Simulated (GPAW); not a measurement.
**Ballistic transport through a Pb chain with two N atoms in line, cheap and dear**

Aim: T(E), conductance and thermopower of a Pb chain with two N atoms in line, and what cheaper settings cost in accuracy.

Program: GPAW 26.7.0. Level of theory: GPAW LCAO, PAW setups; Landauer transmission from Green's functions with principal layers (ASE), zero bias. Results are calculated unless marked as measured.

Most raw output is cut from this account.

### 1. The starting structure

The cell holds 12 atoms: 10 Pb and 2 N. Its edges and angles: a = 9.000 Å, b = 9.000 Å, c = 31.512 Å, α = 90.0°, β = 90.0°, γ = 90.0°. Regions: left lead, 5 atoms (5 Pb); channel, 2 atoms (2 N); right lead, 5 atoms (5 Pb). Vacuum lies along a and b. The structure is stacked along c, and the current runs across the ab planes.

### 2. GPAW, dzp

Localised orbitals split the wire into layers that couple to their neighbours alone, which is what the Green's function method needs; double zeta with polarisation is the usual level for numbers.

Contents of run.py:

```python
import json
import numpy as np
from ase import Atoms
from ase.transport.calculators import TransportCalculator
from gpaw import GPAW, FermiDirac
from gpaw.lcao.tools import get_lcao_hamiltonian
from scipy.linalg import eigh

# The junction with lead layers at both ends, along the third cell vector
device = Atoms(
    ['Pb', 'Pb', 'Pb', 'Pb', 'Pb', 'N', 'N', 'Pb', 'Pb', 'Pb', 'Pb', 'Pb'],
    positions=[
        [4.50000, 4.50000, 1.45000],
        [4.50000, 4.50000, 4.35000],
        [4.50000, 4.50000, 7.25000],
        [4.50000, 4.50000, 10.15000],
        [4.50000, 4.50000, 13.05000],
        [4.50000, 4.50000, 15.09610],
        [4.50000, 4.50000, 16.41610],
        [4.50000, 4.50000, 18.46220],
        [4.50000, 4.50000, 21.36220],
        [4.50000, 4.50000, 24.26220],
        [4.50000, 4.50000, 27.16220],
        [4.50000, 4.50000, 30.06220]],
    cell=[[9.0, 0.0, 0.0], [0.0, 9.0, 0.0], [0.0, 0.0, 31.5122]],
    pbc=True)

# One principal layer of the lead: the first 3 atoms of the device
lead = Atoms(
    ['Pb', 'Pb', 'Pb'],
    positions=[
        [4.50000, 4.50000, 1.45000],
        [4.50000, 4.50000, 4.35000],
        [4.50000, 4.50000, 7.25000]],
    cell=[[9.0, 0.0, 0.0], [0.0, 9.0, 0.0], [0.0, 0.0, 8.7]],
    pbc=True)

settings = dict(mode='lcao', basis='dzp', xc='PBE', h=0.18,
                occupations=FermiDirac(0.1), maxiter=250,
                mixer=dict(beta=0.1, nmaxold=8, weight=100.0),
                convergence=dict(density=0.0001))
energies = np.arange(-2, 2 + 1e-9, 0.05)
eta = 0.0001
n1, n2 = 1, 1
# k and -k transmit alike, so half of the mesh across the current serves
mesh = [(i, j) for i in range(n1) for j in range(n2) if (i, j) <= (-i % n1, -j % n2)]
weights = np.array([1 if (i, j) == (-i % n1, -j % n2) else 2 for i, j in mesh]) / (n1 * n2)

# [... helper functions left out ...]
fermi_lead = ground_state(lead, (1, 1, 13), 'lead.txt')
fermi_device = ground_state(device, (1, 1, 3), 'device.txt')
# [... loop over the mesh left out, but for ...]
        # Shift the lead onto the potential of the device's first layer
        shift = ((H[:, 0, 0] - H0[:, 0, 0]) / S0[0, 0]).real.mean()
# [...]
kT = 8.617333e-5 * 300
bias = [0.1, 0.2, 0.5, 1.0, 1.5, 2.0]
# [... integrals and printing left out ...]
```

Started as:

```
OMP_NUM_THREADS=1 OPENBLAS_NUM_THREADS=1 python run.py
```

Wall time 91 s (1 thread of Arm Neoverse V1, shared host); peak memory 1.5 GiB.

Numbers from this step:

```yaml
conductance: 2.011 G₀
largest_coupling_past_the_next_principal_layer: 2.76e-8 eV
largest_misfit_of_the_first_principal_layer: 0.07903 eV
shift_that_aligns_the_lead: -0.05193 eV
basis_functions_of_the_junction: 256
basis_functions_of_a_principal_layer: 69
transmission_at_the_fermi_level_one_spin: 2.011
```

One spin. Table of transmission, zone mean by energy, zero at the Fermi level:

```csv
energy (eV),"transmission, zone mean"
-2.00,0.0385
-1.90,0.0452
-1.80,0.0516
-1.70,0.0578
-1.55,0.0667
-1.45,0.0724
-1.35,0.0779
-1.25,0.0832
-1.15,0.0883
-1.05,0.0932
-0.90,0.100
-0.80,0.104
-0.70,0.489
-0.60,1.27
-0.50,1.88
-0.40,2.04
-0.25,2.05
-0.15,2.03
-0.05,2.02
0.00,2.01
0.05,2.00
0.15,1.99
0.25,1.97
0.40,1.93
0.50,1.91
0.60,1.90
0.70,1.90
0.80,1.92
0.90,1.95
1.05,1.99
1.15,2.03
1.25,2.05
1.35,2.08
1.45,2.10
1.55,2.12
1.70,2.14
1.80,2.16
1.90,2.16
2.00,2.16
```

Not self-consistent under bias; the bias window is split evenly. Current through one cell, from the zero-bias transmission against bias:

```csv
bias (V),"current through one cell, from the zero-bias transmission (μA)"
0.100,15.6
0.200,31.2
0.500,77.9
1.000,154
1.500,211
2.000,251
```

Transmission of the three most open eigenchannels against energy, zero at the Fermi level:

```csv
energy (eV),channel 1,channel 2,channel 3
-2.000,0.0385,0,0
-1.800,0.0516,0,0
-1.600,0.0638,0,0
-1.400,0.0752,0,0
-1.200,0.0858,0,0
-1.000,0.0956,0,0
-0.800,0.104,4.1e-8,4.1e-8
-0.600,0.579,0.579,0.112
-0.400,0.960,0.960,0.119
-0.200,0.959,0.959,0.125
0.000,0.940,0.940,0.130
0.200,0.922,0.922,0.135
0.400,0.896,0.896,0.139
0.600,0.879,0.879,0.142
0.800,0.887,0.887,0.145
1.000,0.915,0.915,0.148
1.200,0.944,0.944,0.152
1.400,0.967,0.967,0.155
1.600,0.984,0.984,0.159
1.800,0.996,0.996,0.164
2.000,0.997,0.997,0.169
```

Couplings past the next layer reach 2.8e-8 eV, small enough to drop; the matrix elements of the cell's first layer differ from the bulk lead's by up to 0.079 eV. That layer keeps its own values in the calculation, and only beyond it is the lead taken as perfect. The Fermi levels of lead and junction count from different zeros of potential, one for each periodic cell; with both set to zero, the small remaining shift is what aligns them. Without spin-orbit coupling, which is large for these atoms, channel counts and T are those of the scalar-relativistic bands. By hand: G = 2.011 × 77.48 μS = 156 μS, a resistance of 6.42 kΩ; at 0.1 V a linear junction would pass 15.6 μA, and the integral over the bias window gives 15.6 μA.

### 3. GPAW, szp: basis = "szp(dzp)"

One radial function a shell plus polarisation makes the matrices smaller; the question is what that costs.

Changes to run.py since step 2:

```diff
@@ -37,3 +37,3 @@
 
-settings = dict(mode='lcao', basis='dzp', xc='PBE', h=0.18,
+settings = dict(mode='lcao', basis='szp(dzp)', xc='PBE', h=0.18,
                 occupations=FermiDirac(0.1), maxiter=250,
```

It took 74 s on 1 thread; peak memory 1.5 GiB.

This step gave:

- conductance: 1.993 G₀
- largest coupling past the next principal layer: 2.75e-8 eV
- largest misfit of the first principal layer: 0.08058 eV
- shift that aligns the lead: -0.05741 eV
- basis functions of the junction: 158
- basis functions of a principal layer: 42
- transmission at the Fermi level (one spin): 1.993

One spin. Table of transmission, zone mean by energy, zero at the Fermi level:

energy (eV), transmission, zone mean and a bar:
```
    -2.00       0.04 
    -1.90       0.04 
    -1.80       0.05 
    -1.70       0.06 
    -1.55       0.06 
    -1.45       0.07 #
    -1.35       0.08 #
    -1.25       0.08 #
    -1.15       0.09 #
    -1.05       0.09 #
    -0.90       0.10 #
    -0.80       0.10 #
    -0.70       0.41 #####
    -0.60       1.17 ################
    -0.50       1.85 #########################
    -0.40       2.03 ############################
    -0.30       2.05 ############################
    -0.25       2.04 ############################
    -0.15       2.02 ############################
    -0.05       2.00 ############################
     0.00       1.99 ###########################
     0.05       1.99 ###########################
     0.15       1.97 ###########################
     0.25       1.94 ###########################
     0.40       1.90 ##########################
     0.50       1.87 ##########################
     0.60       1.86 ##########################
     0.70       1.86 ##########################
     0.80       1.88 ##########################
     0.90       1.91 ##########################
     1.05       1.96 ###########################
     1.15       2.00 ############################
     1.25       2.03 ############################
     1.35       2.06 ############################
     1.45       2.08 #############################
     1.55       2.11 #############################
     1.70       2.14 ##############################
     1.80       2.16 ##############################
     1.90       2.17 ##############################
     2.00       2.17 ##############################
```

Not self-consistent under bias; the bias window is split evenly. Current through one cell, from the zero-bias transmission against bias:

```csv
bias (V),"current through one cell, from the zero-bias transmission (μA)"
0.100,15.4
0.200,30.9
0.500,77.2
1.000,153
1.500,208
2.000,247
```

The transmission of the three most open eigenchannels by energy, zero at the Fermi level:

```csv
energy (eV),channel 1,channel 2,channel 3
-2.000,0.0353,0,0
-1.800,0.0491,0,0
-1.600,0.0619,0,0
-1.400,0.0739,0,0
-1.200,0.0851,0,0
-1.000,0.0954,0,0
-0.800,0.105,5.7e-9,5.7e-9
-0.600,0.528,0.528,0.113
-0.400,0.956,0.956,0.120
-0.200,0.952,0.952,0.127
0.000,0.930,0.930,0.133
0.200,0.909,0.909,0.138
0.400,0.877,0.877,0.142
0.600,0.856,0.856,0.146
0.800,0.863,0.863,0.150
1.000,0.894,0.894,0.154
1.200,0.928,0.928,0.158
1.400,0.955,0.955,0.162
1.600,0.976,0.976,0.167
1.800,0.993,0.993,0.172
2.000,0.998,0.998,0.177
```

The conductance, 1.99 G₀, lies 0.9 % below that of the dzp run.

### 4. GPAW, sz: basis = "sz(dzp)"

The minimal basis is the cheapest rung: no second zeta and no polarisation.

Changes to run.py since step 3:

```diff
@@ -37,3 +37,3 @@
 
-settings = dict(mode='lcao', basis='szp(dzp)', xc='PBE', h=0.18,
+settings = dict(mode='lcao', basis='sz(dzp)', xc='PBE', h=0.18,
                 occupations=FermiDirac(0.1), maxiter=250,
```

Wall time 75 s (1 thread); peak memory 1.4 GiB.

Numbers from this step:

| Quantity | Value |
| --- | --- |
| conductance | 2.006 G₀ |
| largest coupling past the next principal layer | 2.77e-8 eV |
| largest misfit of the first principal layer | 0.06810 eV |
| shift that aligns the lead | -0.03903 eV |
| basis functions of the junction | 98 |
| basis functions of a principal layer | 27 |
| transmission at the Fermi level (one spin) | 2.006 |

One spin. The transmission, zone mean by energy, zero at the Fermi level:

energy (eV), transmission, zone mean and a bar:
```
    -2.00       0.04 
    -1.85       0.05 
    -1.70       0.06 
    -1.60       0.06 
    -1.45       0.07 
    -1.30       0.08 #
    -1.15       0.09 #
    -1.05       0.09 #
    -0.90       0.10 #
    -0.75       0.32 ####
    -0.60       1.50 ####################
    -0.50       1.93 ###########################
    -0.35       2.05 ############################
    -0.20       2.04 ############################
    -0.05       2.01 ############################
     0.00       2.01 ############################
     0.05       2.00 ############################
     0.20       1.97 ###########################
     0.35       1.94 ###########################
     0.50       1.92 ##########################
     0.60       1.91 ##########################
     0.75       1.93 ###########################
     0.90       1.96 ###########################
     1.05       2.01 ############################
     1.15       2.04 ############################
     1.30       2.09 #############################
     1.45       2.12 #############################
     1.60       2.15 ##############################
     1.70       2.17 ##############################
     1.85       2.17 ##############################
     2.00       2.16 ##############################
```

The conductance, 2.01 G₀, lies 0.2 % below that of the dzp run.

### 5. revPBE in the dzp basis: xc = "revPBE"

Back in the dzp basis, the functional changes from PBE to revPBE, to set the spread between functionals beside that between bases.

Changes to run.py since step 4:

```diff
@@ -37,3 +37,3 @@
 
-settings = dict(mode='lcao', basis='sz(dzp)', xc='PBE', h=0.18,
+settings = dict(mode='lcao', basis='dzp', xc='revPBE', h=0.18,
                 occupations=FermiDirac(0.1), maxiter=250,
```

Wall time 69 s (1 thread); peak memory 1.5 GiB.

This step gave:

* conductance: 2.013 G₀
* largest coupling past the next principal layer: 2.73e-8 eV
* largest misfit of the first principal layer: 0.08121 eV
* shift that aligns the lead: -0.05256 eV
* basis functions of the junction: 256
* basis functions of a principal layer: 69
* transmission at the Fermi level (one spin): 2.013

One spin. The transmission, zone mean by energy, zero at the Fermi level:

```csv
energy (eV),"transmission, zone mean"
-2.000,0.0392
-1.800,0.0524
-1.600,0.0645
-1.400,0.0758
-1.200,0.0863
-1.000,0.0958
-0.800,0.104
-0.600,1.28
-0.400,2.04
-0.200,2.05
0.000,2.01
0.200,1.98
0.400,1.93
0.600,1.90
0.800,1.92
1.000,1.98
1.200,2.04
1.400,2.09
1.600,2.13
1.800,2.16
2.000,2.16
```

The conductance equals that of the dzp run to 0.2 %.

### 6. The ladder

Times are for 1 thread of Arm Neoverse V1, shared host. Results by setting:

```csv
no.,run,conductance (G₀),time,memory (GiB)
1,dzp,2.011,91 s,1.5
2,szp,1.993,74 s,1.5
3,sz,2.006,75 s,1.4
4,dzp revPBE,2.013,69 s,1.5
```

### 7. Comparison

The curves are compared point by point over the common energies.

This step: comparison of transmission and cost over codes and levels (GPAW 26.7.0).

Ladder, by row:

```csv
step,code,T at the Fermi level (sum over the listed spins),conductance (G0),r.m.s. T(E) from the first,wall time (s),peak memory (GiB),threads
dzp,GPAW,2.011,2.011,0,91.19,1.53,1
szp,GPAW,1.993,1.993,0.0282,74.38,1.49,1
sz,GPAW,2.006,2.006,0.05538,75.14,1.39,1
dzp-revPBE,GPAW,2.013,2.013,0.003213,69.04,1.52,1
```

Table of transmission, zone mean, sum over the listed spins by energy, zero at the Fermi level:

```csv
energy (eV),dzp,szp,sz,dzp-revPBE
-2.00,0.0385,0.0353,0.0376,0.0392
-1.85,0.0485,0.0457,0.0473,0.0492
-1.70,0.0578,0.0556,0.0564,0.0586
-1.50,0.0696,0.0680,0.0680,0.0703
-1.35,0.0779,0.0768,0.0762,0.0785
-1.20,0.0858,0.0851,0.0840,0.0863
-1.05,0.0932,0.0929,0.0915,0.0935
-0.90,0.100,0.100,0.0984,0.100
-0.70,0.489,0.415,0.716,0.498
-0.55,1.65,1.58,1.77,1.65
-0.40,2.04,2.03,2.04,2.04
-0.25,2.05,2.04,2.05,2.06
-0.10,2.03,2.01,2.02,2.03
0.00,2.01,1.99,2.01,2.01
0.10,2.00,1.98,1.99,2.00
0.25,1.97,1.94,1.96,1.97
0.40,1.93,1.90,1.93,1.93
0.55,1.90,1.86,1.92,1.91
0.70,1.90,1.86,1.92,1.91
0.90,1.95,1.91,1.96,1.95
1.05,1.99,1.96,2.01,2.00
1.20,2.04,2.01,2.06,2.04
1.35,2.08,2.06,2.10,2.08
1.50,2.11,2.10,2.14,2.11
1.70,2.14,2.14,2.17,2.15
1.85,2.16,2.17,2.17,2.16
2.00,2.16,2.17,2.16,2.16
```

### 8. Potential alignment off, SCF mesh 1×1×1

Without the shift, lead and junction are matched by their Fermi levels alone. The SCF mesh sets the Fermi level of the repeated cell.

This step: GPAW LCAO, PAW setups; Landauer transmission from Green's functions with principal layers (ASE), zero bias (GPAW 26.7.0).

Changes to run.py since step 5:

```diff
@@ -37,3 +37,3 @@
 
-settings = dict(mode='lcao', basis='dzp', xc='revPBE', h=0.18,
+settings = dict(mode='lcao', basis='dzp', xc='PBE', h=0.18,
                 occupations=FermiDirac(0.1), maxiter=250,
@@ -50,6 +50,6 @@
 fermi_lead = ground_state(lead, (1, 1, 13), 'lead.txt')
-fermi_device = ground_state(device, (1, 1, 3), 'device.txt')
+fermi_device = ground_state(device, (1, 1, 1), 'device.txt')
 # [... loop over the mesh left out, but for ...]
-        # Shift the lead onto the potential of the device's first layer
-        shift = ((H[:, 0, 0] - H0[:, 0, 0]) / S0[0, 0]).real.mean()
+        # Lead and device are aligned by their Fermi levels alone
+        shift = 0.0
 # [...]
```

The job ended after 55 s (1 thread; peak memory 1.5 GiB).

The run finished with changed settings (align = false and scf_mesh = [1, 1, 1]); it serves as a test.

Side by side:

```csv
quantity,this run,sound run,difference
conductance (G₀),1.9965,2.0110,-0.0145
largest misfit of the first principal layer (eV),0.11361,0.079030,0.0346
shift that aligns the lead (eV),0,-0.051927,0.0519
transmission at the Fermi level (one spin),1.9971,2.0110,-0.0138
```

One result that differs is the largest misfit of the first principal layer, 0.114 eV against 0.0790 eV.

### 9. Another change of settings

A last run, with other settings again.

Changes to run.py since step 8:

```diff
@@ -37,4 +37,4 @@
 
-settings = dict(mode='lcao', basis='dzp', xc='PBE', h=0.18,
-                occupations=FermiDirac(0.1), maxiter=250,
+settings = dict(mode='lcao', basis='dzp', xc='PBE', h=0.5,
+                occupations=FermiDirac(0.1), maxiter=50,
                 mixer=dict(beta=0.1, nmaxold=8, weight=100.0),
@@ -50,6 +50,6 @@
 fermi_lead = ground_state(lead, (1, 1, 13), 'lead.txt')
-fermi_device = ground_state(device, (1, 1, 1), 'device.txt')
+fermi_device = ground_state(device, (1, 1, 3), 'device.txt')
 # [... loop over the mesh left out, but for ...]
-        # Lead and device are aligned by their Fermi levels alone
-        shift = 0.0
+        # Shift the lead onto the potential of the device's first layer
+        shift = ((H[:, 0, 0] - H0[:, 0, 0]) / S0[0, 0]).real.mean()
 # [...]
```

Run time: 21 s. Hardware: 1 thread; peak memory 0.33 GiB.

The run finished. A setting was moved off its sound value on purpose, so it serves as a test and not as the result.

The fault put into the input: a grid far too coarse (h = 0.5).

Side by side:

```csv
quantity,this run,sound run,difference
conductance (G₀),1.9713,2.0110,-0.0397
largest coupling past the next principal layer (eV),2.760e-8,2.756e-8,3.7e-11
largest misfit of the first principal layer (eV),0.67050,0.079030,0.591
shift that aligns the lead (eV),-0.15123,-0.051927,-0.0993
transmission at the Fermi level (one spin),1.9761,2.0110,-0.0348
```

One result that differs is the largest misfit of the first principal layer, 0.671 eV against 0.0790 eV.

### 10. What came out

- conductance: 2.01 G₀
- transmission at the Fermi level, mean of the spins: 2.01
- thermopower: about 0 (under 1.5 μV/K)

In the dzp basis the junction conducts 2.01 G₀ at 300 K, with T = 2.01 a spin at the Fermi level; the sz basis reaches that conductance within 10 %. At the Fermi level the three most open eigenchannels pass 0.94, 0.94 and 0.13. Measured against the first run (dzp), the nearest curve is that of dzp-revPBE (r.m.s. 0.0032) and the farthest that of sz (0.055). Over the compared runs wall time goes from 69 s (dzp-revPBE) to 91 s (dzp), on a shared host. The geometry was built from estimated bond lengths and not relaxed, so the numbers describe this model structure. Spin-orbit coupling is left out, which matters for the heavy atoms here. An evenly spaced straight chain is an idealisation: free chains tend to dimerise, zigzag or, where a band edge lies near the Fermi level, turn magnetic. The currents use the zero-bias T(E) throughout, which holds only while the bias is small against the distance to the nearest feature. The energy step is wider than the thermal energy, so the conductance and thermopower rest on interpolation of T(E).

[Logs are printed without paths, hosts, clocks, repeated set-up lines and the standing remarks that a program may print on its own settings, such as how far it seeks lower states.]

[Hosts, paths, dates, database ids (printed as entryN), source tags and the programs' standing remarks are cut or masked in the printed files.]
